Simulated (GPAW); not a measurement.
# STM contrast on a 8-layer slab of Ta(100), part 2 of 2

Wanted: filled- and empty-state images of a 8-layer slab of Ta(100), with its work function.

GPAW 26.7.0; GPAW, PAW setups; slab in vacuum, relaxation (the session's first sound run).

So far, upper work function (eV): step 2 (relaxation) 3.81.

## (3) Plane waves, PBE (continued)

Tip height over the top atom over a1 and a2. Sample bias 1.5 V, constant current at the mean current 3.5 Å over the top atom.

Values in Å, 16 rows by 16 columns:
```
3.54 3.54 3.54 3.53 3.52 3.52 3.51 3.51 3.51 3.51 3.51 3.52 3.52 3.53 3.54 3.54
3.54 3.54 3.53 3.52 3.52 3.51 3.51 3.50 3.50 3.50 3.51 3.51 3.52 3.52 3.53 3.54
3.53 3.53 3.52 3.52 3.51 3.50 3.50 3.49 3.49 3.49 3.50 3.50 3.51 3.52 3.52 3.53
3.53 3.52 3.52 3.51 3.50 3.49 3.48 3.48 3.47 3.48 3.48 3.49 3.50 3.51 3.52 3.52
3.52 3.52 3.51 3.50 3.49 3.48 3.46 3.46 3.46 3.46 3.46 3.48 3.49 3.50 3.51 3.52
3.52 3.51 3.51 3.50 3.48 3.46 3.45 3.44 3.44 3.44 3.45 3.46 3.48 3.50 3.51 3.51
3.52 3.51 3.50 3.49 3.48 3.46 3.44 3.43 3.43 3.43 3.44 3.46 3.48 3.49 3.50 3.51
3.52 3.51 3.50 3.49 3.47 3.46 3.44 3.43 3.42 3.43 3.44 3.46 3.47 3.49 3.50 3.51
3.52 3.51 3.50 3.49 3.48 3.46 3.44 3.43 3.43 3.43 3.44 3.46 3.48 3.49 3.50 3.51
3.52 3.51 3.51 3.50 3.48 3.46 3.45 3.44 3.44 3.44 3.45 3.46 3.48 3.50 3.51 3.51
3.52 3.52 3.51 3.50 3.49 3.48 3.46 3.46 3.46 3.46 3.46 3.48 3.49 3.50 3.51 3.52
3.53 3.52 3.52 3.51 3.50 3.49 3.48 3.48 3.47 3.48 3.48 3.49 3.50 3.51 3.52 3.52
3.53 3.53 3.52 3.52 3.51 3.50 3.50 3.49 3.49 3.49 3.50 3.50 3.51 3.52 3.52 3.53
3.54 3.54 3.53 3.52 3.52 3.51 3.51 3.50 3.50 3.50 3.51 3.51 3.52 3.52 3.53 3.54
3.54 3.54 3.54 3.53 3.52 3.52 3.51 3.51 3.51 3.51 3.51 3.52 3.52 3.53 3.54 3.54
3.54 3.54 3.54 3.53 3.53 3.52 3.52 3.52 3.52 3.52 3.52 3.52 3.53 3.53 3.54 3.54
```
Columns: a1 from 0 to 0.938; rows upwards: a2 from 0 to 0.938.

Local density of states summed over the bias window over a1 and a2. Sample bias 1.5 V, constant height 3.5 Å over the top atom.

Ten even steps from '0' (5.82 × 1e-4 arbitrary) to '9' (7.14 × 1e-4 arbitrary):
```
9999888777888999
9998877666778899
9988766555667889
9887654444456788
8876543222345678
8876432111234678
8765421000124567
8765421000124567
8765421000124567
8876432111234678
8876543222345678
9887654444456788
9988766555667889
9998877666778899
9999888777888999
9999988888889999
```
Columns: a1 from 0 to 0.938; rows upwards: a2 from 0 to 0.938.

Force by atom:

| atom | x (eV/Å) | y (eV/Å) | z (eV/Å) | size |
| --- | --- | --- | --- | --- |
| Ta1 | 0.00 | 0.00 | 1.26 | 1.26 |
| Ta2 | 0.00 | 0.00 | -1.27 | 1.27 |
| Ta3 | 0.00 | 0.00 | -0.36 | 0.36 |
| Ta4 | 0.00 | 0.00 | 0.37 | 0.37 |
| Ta5 | 0.00 | 0.00 | -0.02 | 0.02 |
| Ta6 | 0.00 | 0.00 | 0.02 | 0.02 |
| Ta7 | 0.00 | 0.00 | 0.01 | 0.01 |
| Ta8 | 0.00 | 0.00 | -0.02 | 0.02 |

The potential is flat to 0.004 eV/Å where it is read, so the vacuum is wide enough.

## (4) A changed run

One more run, with changed settings.

File run.py:

```python
import json
import numpy as np
from ase import Atoms
from gpaw import GPAW, PW

slab = Atoms(
    ['Ta', 'Ta', 'Ta', 'Ta', 'Ta', 'Ta', 'Ta', 'Ta'],
    positions=[
        [1.65500, 1.65500, 7.00000],
        [0.00000, 0.00000, 8.65500],
        [1.65500, 1.65500, 10.31000],
        [0.00000, 0.00000, 11.96500],
        [1.65500, 1.65500, 13.61076],
        [0.00000, -0.00000, 15.31432],
        [1.65500, 1.65500, 16.98210],
        [0.00000, -0.00000, 18.44806]],
    cell=[[3.31, 0.0, 0.0], [0.0, 3.31, 0.0], [0.0, 0.0, 25.585]],
    pbc=[True, True, False])

slab.calc = GPAW(mode=PW(400), xc='PBE', kpts={'size': (10, 10, 1), 'gamma': True},
                 occupations={'name': 'fermi-dirac', 'width': 0.1}, nbands='160%',
                 convergence={'density': 1e-05}, maxiter=100,
                 poissonsolver={'dipolelayer': 'xy'},
                 symmetry={'tolerance': 1e-3}, txt='slab.txt')
result = {}
energy = slab.get_potential_energy()
fermi = slab.calc.get_fermi_level()
v = slab.calc.get_electrostatic_potential().mean((0, 1)) - fermi
n = slab.calc.get_pseudo_density().mean((0, 1))
L = slab.cell[2, 2]
z = np.arange(len(v)) * L / len(v)
low, high = slab.positions[:, 2].min(), slab.positions[:, 2].max()
below, above = np.interp([low - 1.0, high + 1.0], z, v)
slopes = [np.interp(x, z, np.gradient(v, z)) for x in (low - 1.0, high + 1.0)]
eps = np.array([[slab.calc.get_eigenvalues(k, s) for k in range(len(slab.calc.get_ibz_k_points()))]
                for s in range(slab.calc.get_number_of_spins())]) - fermi
top, bottom = eps[eps < 0].max(), eps[eps > 0].min()
dipole = slab.get_dipole_moment()[2]
print(f'energy {energy:.4f} eV, Fermi level {fermi:.4f} eV, dipole {dipole:.5f} e A')
print(f'potential 1.0 A off the faces, from the Fermi level: lower {below:.4f} eV, upper {above:.4f} eV')
print(f'slope of the potential there: lower {slopes[0]:.5f}, upper {slopes[1]:.5f} eV/A')
print(f'nearest levels on the mesh: {top:.4f} and {bottom:.4f} eV')
print('magnetic moment', round(slab.get_magnetic_moment(), 3))
result.update(energy=energy, fermi=fermi, dipole=dipole, below=below, above=above, slopes=slopes, edges=[top, bottom],
              z=z.tolist(), v=v.tolist(), n=n.tolist(), positions=slab.positions.tolist(),
              forces=slab.get_forces(apply_constraint=False).tolist(), moments=slab.get_magnetic_moments().tolist())
json.dump(result, open('result.json', 'w'))
```

Command:

```console
OMP_NUM_THREADS=1 OPENBLAS_NUM_THREADS=1 python run.py
```

The program printed:

```text
energy -75.3275 eV, Fermi level 4.4178 eV, dipole 0.01079 e A
potential 1.0 A off the faces, from the Fermi level: lower -0.8679 eV, upper -0.7950 eV
slope of the potential there: lower -9.96676, upper 9.70933 eV/A
nearest levels on the mesh: -0.0158 and 0.0054 eV
magnetic moment 0.0
```

Wall time 6.9 min (1 thread of Arm Neoverse V1, shared host); peak memory 0.36 GiB.

The run finished. A setting was moved off its sound value on purpose, so it serves as a test and not as the result.

The fault put into the input: the potential probed 1 A off the face (probe = 1.0).

## (5) Outcome

| Quantity | Value |
| --- | --- |
| work function, upper and lower face | 3.810 and 3.990 eV |
| dipole along the normal | 0.0108 e Å |
| corrugation at -2 V | 0.0286 Å |
| corrugation at -1 V | 0.0634 Å |
| corrugation at 1.5 V | 0.118 Å |

**Reading.** The corrugation at constant current is largest at 1.5 V, where the tip height varies by 0.12 Å over the cell. Negative sample bias images filled states, positive bias empty ones. The two faces differ by 0.18 eV, the step that the slab's dipole makes (e p/(ε0 A) gives 0.18 eV), so the dipole layer is needed. The lowest atoms were held at bulk positions, which alone makes the faces unlike. The measured value for this face is 4.1 eV (as compiled in "Anisotropic work function of elemental crystals", 2019, arxiv:1902.07811); the relaxed upper face lies 0.29 eV under it with PBE. Measured work functions scatter by a tenth of an eV or more between methods. The images are of Tersoff-Hamann type: an s-wave tip, no tip-sample forces, heights closer than in a microscope. The in-plane lattice was kept as typed, which isn't the functional's own and leaves some strain; spin-orbit coupling and temperature are left out.

[Logs are printed without paths, hosts, clocks, repeated set-up lines and the standing remarks that a program may print on its own settings, such as how far it seeks lower states.]

[Hosts, paths, dates, database ids (printed as entryN), source tags and the programs' standing remarks are cut or masked in the printed files.]
